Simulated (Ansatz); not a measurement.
# Li2LaInS2O2: complex band structure, part 2 of 3

A new crystal, Li2LaInS2O2: structure, gap and complex bands. It is built by putting In for part of the La in the LiLaSO structure of space group P4/nmm, with the volume rescaled by atomic radii. The parent structure comes from the Materials Project.

Ansatz 0.2.0; PBEsol DFT, plane waves, PAW files (the session's first sound run).

So far. Step 2 (Relaxing the new crystal): The largest force component on a free atom ends at 0.0024 eV/Å.

The structure was built from a prototype and need not be the compound's stable phase.

## 3. The bulk crystal and its band edges

The energy window and the wavevectors of the next steps follow from the band edges, so these are searched first, off the mesh as well.

Input file input.yaml:

```yaml
crystal:
  lattice:
    - [3.8996906346, 0.0, 0.0]
    - [0.0, 3.8996906346, 0.0]
    - [0.0, 0.0, 8.4087010677]
  atoms:
    - { symbol: Li, position: [0.5, 0.5, 0.492773771] }
    - { symbol: Li, position: [0.0, 0.0, 0.492773771] }
    - { symbol: La, position: [0.0, 0.5, 0.8557334648] }
    - { symbol: In, position: [0.5, 0.0, 0.1265932133] }
    - { symbol: S, position: [0.5, 0.0, 0.6720032488] }
    - { symbol: S, position: [0.0, 0.5, 0.3327634528] }
    - { symbol: O, position: [0.0, 0.0, 0.0136795391] }
    - { symbol: O, position: [0.5, 0.5, 0.0136795391] }
kpoints:
  mp_grid: { grid: [6, 6, 4] }
  band_path: { path: [VBM, CBM], npoints: 30 }
scf:
  occupations: { method: fixed }
hamiltonian:
  xc: pbesol
output:
  eigenvalues: true
  write_potential: true
  write_density: true
  volumetric_format: npy
```

Launch:

```sh
$ ansatz run input.yaml --threads 2 --pin off --max-ram 4096MiB --backend cpu --events-out ev --progress --plain --runs-dir out
```

Numbers of over 12 decimals in the logs are rounded to 6 here.

The log of the run:

```text
[...]
Crystal: 8 atoms, lattice volume = 127.876 Å³
Basis set: ecut = 420 eV, 2533 PW (Γ)
Bands: 35, of which v1, the nominal top of the filled ones, is band 27 counted from 1 (26 counted from 0)
Symmetry: 8 space group operations
[...]
k-points: 30 of 144 (time reversal used)
[...]
SCF iter   1: F=—  HF=-14993.057579 eV  |F-HF|=—  |Δ(HF+E_count)|=         —  Δρ=6.95e-3  dr2=7.68e-2  ethr=1.77e-3  ⟨swp⟩=5.8  Hψ=3954  notcnv=0  defer=155
[...]
SCF iter   7: F=-14993.036322 eV  HF=-14993.036322 eV  |F-HF|=1.05e-8  |Δ(HF+E_count)|=   1.27e-7  Δρ=6.69e-6  dr2=6.91e-8  ethr=1.85e-10  ⟨swp⟩=10.4  Hψ=5323  notcnv=0
SCF 1 converged in 7 iterations: F = -14993.036322 eV  dr2 = 6.91e-8
[...]
NSCF: frozen V_eff on 40 k-points
[...]
SCF converged after 7 iterations
Free energy (F): -14993.036322 eV
[...]
Internal energy: -14993.036322 eV  (E = F + TS)
E sigma→0 (E₀):  -14993.036322 eV
Fermi energy:    7.140854 eV
[...]
--- Band table (eV; the first three rows and the last of 30) ---
  k-point 0: bands = [... 23 lower, 6.2727, 7.0698, 7.0698, 7.1409, 8.0763, 10.4156, 10.8020, 11.6395, ... 4 higher]
  k-point 1: bands = [... 23 lower, 6.3011, 6.7591, 7.0196, 7.0196, 8.3939, 10.4087, 10.7576, 11.6395, ... 4 higher]
  k-point 2: bands = [... 23 lower, 6.3360, 6.3748, 6.9633, 6.9633, 8.6756, 10.4019, 10.5623, 11.6395, ... 4 higher]
  k-point 29: bands = [... 23 lower, 6.0195, 6.0195, 6.3898, 6.6748, 7.4805, 11.3361, 11.6123, 11.6123, ... 4 higher]
```

Elapsed: 37 s, on 2 threads of Arm Neoverse V1, shared host; peak memory 0.43 GiB.

The column dr2 measures how far the density is from self-consistency, as an energy; F and HF (Harris–Foulkes) agree once it is small.

This step gave:

```
Fermi energy        : 7.141 eV
gap on the k-mesh   : 0.3396 eV
gap on path         : 0.3239 eV, by band count; negative where bands overlap
direct gap on path  : 0.8057 eV
edge places on path : 0, 1.324 1/A along the path
```

Electronic bands along the path, in eV, zero at the Fermi level (highest filled level under fixed occupations); v1 is the highest filled band, c1 the lowest empty one:

| point | v4 | v3 | v2 | v1 | c1 | c2 | c3 | c4 |
| --- | --- | --- | --- | --- | --- | --- | --- | --- |
| VBM | -0.88 | -0.34 | -0.13 | 0.02 | 1.20 | 3.36 | 3.79 | 4.46 |
| halfway | -1.04 | -0.75 | -0.67 | -0.33 | 2.18 | 3.93 | 4.12 | 4.37 |
| CBM | -1.12 | -1.12 | -0.75 | -0.47 | 0.34 | 4.20 | 4.47 | 4.47 |

The searched edges give 0.324 eV, against 0.340 eV on the mesh.

## 4. Complex bands, plane (100), k-mesh 6×4×6

This step: PBEsol DFT, plane waves, PAW files; complex bands by layer matching along the plane's normal (Ansatz 0.2.0).

The same crystal is laid in a cell whose first two vectors span the (100) plane (indices of the standard conventional cell, whose axes can be ordered otherwise than in the bulk input). At fixed energy and wavevector in the plane the solver finds all kz, real and complex. A few wavevectors are listed, (0, 0) and (-0.5, -0.5) in units of the plane's reciprocal vectors; the slowest state needn't be among them.

Input file input.yaml:

```yaml
crystal:
  lattice:
    - [3.899690635, 0.0, 0.0]
    - [0.0, 8.408701068, 0.0]
    - [0.0, 0.0, 3.899690635]
  atoms:
    - { symbol: Li, position: [0.5, 0.492773771, 0.5] }
    - { symbol: Li, position: [0.0, 0.492773771, 0.0] }
    - { symbol: La, position: [0.5, 0.8557334648, 0.0] }
    - { symbol: In, position: [0.0, 0.1265932133, 0.5] }
    - { symbol: S, position: [0.0, 0.6720032488, 0.5] }
    - { symbol: S, position: [0.5, 0.3327634528, 0.0] }
    - { symbol: O, position: [0.0, 0.0136795391, 0.0] }
    - { symbol: O, position: [0.5, 0.0136795391, 0.5] }
kpoints:
  mp_grid: { grid: [6, 4, 6] }
scf:
  occupations: { method: fixed }
hamiltonian:
  xc: pbesol
output:
  eigenvalues: true
  transmission:
    leads: [[0, 0]]
    kpoints: [[0.0, 0.0], [-0.5, -0.5]]
    e_range: [-1.0, 1.32]
    de: 0.05
```

The log of the run:

```text
[...]
Crystal: 8 atoms, lattice volume = 127.876 Å³
Basis set: ecut = 420 eV, 2533 PW (Γ)
Bands: 35, of which v1, the nominal top of the filled ones, is band 27 counted from 1 (26 counted from 0)
Symmetry: 8 space group operations
[...]
k-points: 30 of 144 (time reversal used)
[...]
SCF iter   1: F=—  HF=-14993.057500 eV  |F-HF|=—  |Δ(HF+E_count)|=         —  Δρ=6.94e-3  dr2=7.67e-2  ethr=1.77e-3  ⟨swp⟩=5.8  Hψ=3910  notcnv=0  defer=156
[...]
SCF iter   7: F=-14993.036322 eV  HF=-14993.036322 eV  |F-HF|=7.98e-9  |Δ(HF+E_count)|=   1.29e-7  Δρ=6.80e-6  dr2=7.10e-8  ethr=1.85e-10  ⟨swp⟩=10.4  Hψ=5340  notcnv=0
SCF 1 converged in 7 iterations: F = -14993.036322 eV  dr2 = 7.10e-8
[...]
transmission: 5 of 10 steps passed
transmission: 10 of 10 steps passed
SCF converged after 7 iterations
Free energy (F): -14993.036322 eV
[...]
Internal energy: -14993.036322 eV  (E = F + TS)
E sigma→0 (E₀):  -14993.036322 eV
Fermi energy:    7.140853 eV
[...]
--- Band table (eV; the first three rows and the last of 30) ---
  k-point 0: bands = [... 23 lower, 6.2727, 7.0698, 7.0698, 7.1409, 8.0763, 10.4156, 10.8020, 11.6395, ... 4 higher]
  k-point 1: bands = [... 23 lower, 6.1838, 6.2736, 7.0096, 7.0968, 8.8228, 10.6135, 11.2506, 11.5630, ... 4 higher]
  k-point 2: bands = [... 23 lower, 6.2041, 6.2997, 6.7033, 6.9094, 9.6915, 10.8248, 11.3078, 11.5699, ... 4 higher]
  k-point 29: bands = [... 23 lower, 6.0195, 6.0195, 6.3898, 6.6748, 7.4805, 11.3361, 11.6123, 11.6123, ... 4 higher]
--- Transmission ---
  basis      : 293 plane waves across, 5 finite elements along
  points     : 2, as listed
  energies   : 47 from -1.000000 to 1.300000 eV about the Fermi level, 0.050000 eV apart; the leads are filled to 0.169818 eV, and channels, transmission and decay are at 0.150000 eV
  crystal 0  : Li2La1S2O2In1, at the sites [0, 0], period 3.8997 Å: whole cells are its period
    offset         : up to 0.0000 Å between an atom of the period and one for which it stands
    channels       : 0.000000e0 a spin
    conductance    : none, the energies end too early or step too widely for 300 K: set another output.transmission.e_range or a lower de, or, where they end at an eighth of basis.ecutwfc, a higher one
    slowest decay  : 0.0942 /Å at (0.0000, 0.0000)
```

The job ended after 70 s (2 threads; peak memory 0.87 GiB; 2 min of CPU time).

Numbers from this step:

| Item | Value |
| --- | --- |
| level to which the leads are filled | 0.1698 eV from the Fermi level |
| decay constant at the filling level, zone centre | 0.09421 Å⁻¹ |
| decay constant at the filling level, slowest listed point | 0.0942 Å⁻¹ |

K parallel (0, 0); values up to 1.5 1/Å, a degenerate pair printed once or twice; energies at which all values exceed this have no row. Table of Im kz of the slowest decaying states by energy, zero at the highest filled level on the SCF mesh:

| energy (eV) | decay 1 (Å⁻¹) | decay 2 (Å⁻¹) | decay 3 (Å⁻¹) | decay 4 (Å⁻¹) |
| --- | --- | --- | --- | --- |
| -1.000 | 0.0504 | 0.258 | 0.306 | 0.314 |
| -0.900 | 0.201 | 0.207 | 0.297 | 0.360 |
| -0.800 | 0.0782 | 0.0829 | 0.199 | 0.296 |
| -0.700 | 0.0935 | 0.117 | 0.284 | 0.357 |
| -0.650 | 0.0534 | 0.131 | 0.301 | 0.366 |
| -0.550 | 0.151 | 0.207 | 0.315 | 0.367 |
| -0.450 | 0.165 | 0.265 | 0.308 | 0.368 |
| -0.350 | 0.174 | 0.272 | 0.304 | 0.367 |
| -0.250 | 0.107 | 0.177 | 0.332 | 0.366 |
| -0.150 | 0.172 | 0.338 | 0.355 | 0.364 |
| -0.100 | 0.163 | 0.363 | 0.364 | 0.374 |
| 0.000 | 0.0996 | 0.271 | 0.360 | 0.381 |
| 0.100 | 0.0867 | 0.172 | 0.355 | 0.394 |
| 0.200 | 0.100 | 0.232 | 0.348 | 0.406 |
| 0.300 | 0.109 | 0.277 | 0.339 | 0.416 |
| 0.400 | 0.113 | 0.314 | 0.330 | 0.425 |
| 0.450 | 0.114 | 0.325 | 0.331 | 0.429 |
| 0.550 | 0.111 | 0.316 | 0.362 | 0.436 |
| 0.650 | 0.103 | 0.310 | 0.389 | 0.443 |
| 0.750 | 0.0891 | 0.306 | 0.414 | 0.448 |
| 0.850 | 0.0642 | 0.303 | 0.438 | 0.454 |
| 0.950 | 0.301 | 0.458 | 0.462 | 0.584 |
| 1.000 | 0.300 | 0.460 | 0.474 | 0.587 |
| 1.100 | 0.298 | 0.464 | 0.502 | 0.593 |
| 1.200 | 0.297 | 0.467 | 0.505 | 0.577 |
| 1.300 | 0.296 | 0.462 | 0.470 | 0.602 |

K parallel (0, 0). The Re kz of states that move upwards by energy, zero at the highest filled level on the SCF mesh:

| energy (eV) | channel 1 (Å⁻¹) | channel 2 (Å⁻¹) | channel 3 (Å⁻¹) | channel 4 (Å⁻¹) |
| --- | --- | --- | --- | --- |
| -1.000 | -0.279 | -0.119 | 0.484 | - |
| -0.900 | -0.698 | -0.255 | -0.0553 | 0.578 |
| -0.750 | -0.221 | - | - | - |
| -0.650 | -0.198 | - | - | - |
| -0.550 | -0.603 | -0.175 | - | - |
| -0.400 | -0.516 | -0.138 | - | - |
| -0.300 | -0.460 | -0.111 | - | - |
| -0.200 | -0.433 | -0.399 | -0.0793 | - |
| -0.100 | -0.325 | -0.181 | -0.0352 | - |
| 0.000 | -0.195 | 0.00753 | - | - |
| 0.050 | - | - | - | - |
| 0.150 | - | - | - | - |
| 0.250 | - | - | - | - |
| 0.400 | - | - | - | - |
| 0.500 | - | - | - | - |
| 0.600 | - | - | - | - |
| 0.700 | - | - | - | - |
| 0.850 | - | - | - | - |
| 0.950 | 0.0282 | - | - | - |
| 1.050 | 0.0826 | - | - | - |
| 1.200 | 0.134 | - | - | - |
| 1.300 | 0.164 | - | - | - |

K parallel (-0.5, -0.5); values up to 1.5 1/Å, a degenerate pair printed once or twice; energies at which all values exceed this have no row. Im kz of the slowest decaying states against energy, zero at the highest filled level on the SCF mesh:

| energy (eV) | decay 1 (Å⁻¹) | decay 2 (Å⁻¹) | decay 3 (Å⁻¹) | decay 4 (Å⁻¹) |
| --- | --- | --- | --- | --- |
| -1.000 | 0.0394 | 0.0618 | 0.182 | 0.506 |
| -0.800 | 0.106 | 0.142 | 0.211 | 0.499 |
| -0.600 | 0.189 | 0.212 | 0.288 | 0.336 |
| -0.400 | 0.0245 | 0.135 | 0.199 | 0.237 |
| -0.200 | 0.0602 | 0.183 | 0.253 | 0.264 |
| 0.000 | 0.150 | 0.167 | 0.294 | 0.349 |
| 0.200 | 0.0999 | 0.219 | 0.312 | 0.421 |
| 0.400 | 0.255 | 0.326 | 0.451 | 0.483 |
| 0.600 | 0.282 | 0.337 | 0.469 | 0.538 |
| 0.800 | 0.303 | 0.344 | 0.485 | 0.587 |
| 1.000 | 0.319 | 0.349 | 0.498 | 0.628 |
| 1.200 | 0.332 | 0.352 | 0.508 | 0.630 |

K parallel (-0.5, -0.5). The Re kz of states that move upwards by energy, zero at the highest filled level on the SCF mesh:

| energy (eV) | channel 1 (Å⁻¹) | channel 2 (Å⁻¹) | channel 3 (Å⁻¹) | channel 4 (Å⁻¹) |
| --- | --- | --- | --- | --- |
| -1.000 | -0.415 | -0.144 | - | - |
| -0.900 | -0.360 | -0.236 | -0.0641 | 0.449 |
| -0.800 | -0.316 | 0.502 | - | - |
| -0.700 | -0.447 | -0.274 | 0.555 | - |
| -0.650 | -0.381 | -0.252 | 0.584 | - |
| -0.550 | -0.281 | -0.204 | 0.657 | - |
| -0.450 | -0.202 | -0.124 | - | - |
| -0.350 | -0.138 | - | - | - |
| -0.250 | -0.0580 | - | - | - |
| -0.150 | - | - | - | - |
| -0.100 | - | - | - | - |
| 0.000 | - | - | - | - |
| 0.100 | - | - | - | - |
| 0.200 | - | - | - | - |
| 0.300 | - | - | - | - |
| 0.400 | -0.738 | - | - | - |
| 0.450 | -0.713 | - | - | - |
| 0.550 | -0.676 | - | - | - |
| 0.650 | -0.646 | - | - | - |
| 0.750 | -0.619 | - | - | - |
| 0.850 | -0.595 | - | - | - |
| 0.950 | -0.572 | - | - | - |
| 1.000 | -0.561 | - | - | - |
| 1.100 | -0.540 | - | - | - |
| 1.200 | -0.519 | - | - | - |
| 1.300 | -0.499 | - | - | - |

At the listed wavevectors the last open channel is at +0.00 eV and the next at +0.35 eV on the grid. At +0.15 eV, the grid energy nearest the filling level (the middle of the gap on the SCF mesh), the slowest state at the listed wavevectors decays with κ = 0.0942 Å⁻¹, its amplitude falling by e over 11 Å. Through 1 nm of this crystal that state's transmission falls by exp(−2 × 0.0942 Å⁻¹ × 10 Å) = 0.15.

## 5. Decay over the two-dimensional zone

The listed points could miss the slowest state, so one energy near mid-gap is solved on a mesh of 8×4.

Changes to input.yaml since step 4:

```diff
@@ -22,6 +22,2 @@
   eigenvalues: true
-  transmission:
-    leads: [[0, 0]]
-    kpoints: [[0.0, 0.0], [-0.5, -0.5]]
-    e_range: [-1.0, 1.32]
-    de: 0.05
+  transmission: { leads: [[0, 0]], kmesh: [8, 4], e_range: [0.16, 0.17], de: 0.05 }
```

The log of the run:

```text
[...]
Crystal: 8 atoms, lattice volume = 127.876 Å³
Basis set: ecut = 420 eV, 2533 PW (Γ)
Bands: 35, of which v1, the nominal top of the filled ones, is band 27 counted from 1 (26 counted from 0)
Symmetry: 8 space group operations
[...]
k-points: 30 of 144 (time reversal used)
[...]
SCF iter   1: F=—  HF=-14993.057500 eV  |F-HF|=—  |Δ(HF+E_count)|=         —  Δρ=6.94e-3  dr2=7.67e-2  ethr=1.77e-3  ⟨swp⟩=5.8  Hψ=3910  notcnv=0  defer=156
[...]
SCF iter   7: F=-14993.036322 eV  HF=-14993.036322 eV  |F-HF|=7.98e-9  |Δ(HF+E_count)|=   1.29e-7  Δρ=6.80e-6  dr2=7.10e-8  ethr=1.85e-10  ⟨swp⟩=10.4  Hψ=5340  notcnv=0
SCF 1 converged in 7 iterations: F = -14993.036322 eV  dr2 = 7.10e-8
[...]
transmission: 20 of 75 steps passed
transmission: 40 of 75 steps passed
transmission: 60 of 75 steps passed
transmission: 75 of 75 steps passed
SCF converged after 7 iterations
Free energy (F): -14993.036322 eV
[...]
Internal energy: -14993.036322 eV  (E = F + TS)
E sigma→0 (E₀):  -14993.036322 eV
Fermi energy:    7.140853 eV
[...]
--- Band table (eV; the first three rows and the last of 30) ---
  k-point 0: bands = [... 23 lower, 6.2727, 7.0698, 7.0698, 7.1409, 8.0763, 10.4156, 10.8020, 11.6395, ... 4 higher]
  k-point 1: bands = [... 23 lower, 6.1838, 6.2736, 7.0096, 7.0968, 8.8228, 10.6135, 11.2506, 11.5630, ... 4 higher]
  k-point 2: bands = [... 23 lower, 6.2041, 6.2997, 6.7033, 6.9094, 9.6915, 10.8248, 11.3078, 11.5699, ... 4 higher]
  k-point 29: bands = [... 23 lower, 6.0195, 6.0195, 6.3898, 6.6748, 7.4805, 11.3361, 11.6123, 11.6123, ... 4 higher]
--- Transmission ---
  basis      : 293 plane waves across, 5 finite elements along
  points     : 15, standing for a mesh of 8 x 4
  energies   : 1 from 0.160000 to 0.160000 eV about the Fermi level; the leads are filled to 0.169818 eV, and channels, transmission and decay are at 0.160000 eV
[...]
channels       : 0.000000e0 a spin
    conductance    : none, crystal 0 has no channel at the energies, or these end too early or step too widely for 300 K: set another output.transmission.e_range or a lower de, or, where they end at an eighth of basis.ecutwfc, a higher one
    slowest decay  : 0.0956 /Å at (0.0000, 0.0000)
```

Run time: 44 s. Hardware: 2 threads; peak memory 1 GiB.

Numbers from this step:

```
least decay constant on the mesh : 0.0956 Å⁻¹
```

Slowest decay constant (1/Å; 0 where a channel is open) over k1 and k2. At 0.1600 eV from the Fermi level.

Ten even steps from '_' (0.096) to '@' (0.241):
```
##%%##++--++##%%
@@%%++--__--++%%
##%%##++--++##%%
..%%%%**==**%%%%
```
Columns: k1 (b1) from -0.5 to 0.375; rows upwards: k2 (b2) from -0.5 to 0.25.

The least value on the mesh is 0.0956 Å⁻¹ at +0.16 eV. At that energy the listed points give about 0.0955 Å⁻¹ by interpolation, so the mesh holds no clearly slower state.

(Continued in part 3 of 3.)

[Logs are printed without paths, hosts, clocks, repeated set-up lines and the standing remarks that a program may print on its own settings, such as how far it seeks lower states.]

[Hosts, paths, dates, database ids (printed as entryN), source tags and the programs' standing remarks are cut or masked in the printed files.]
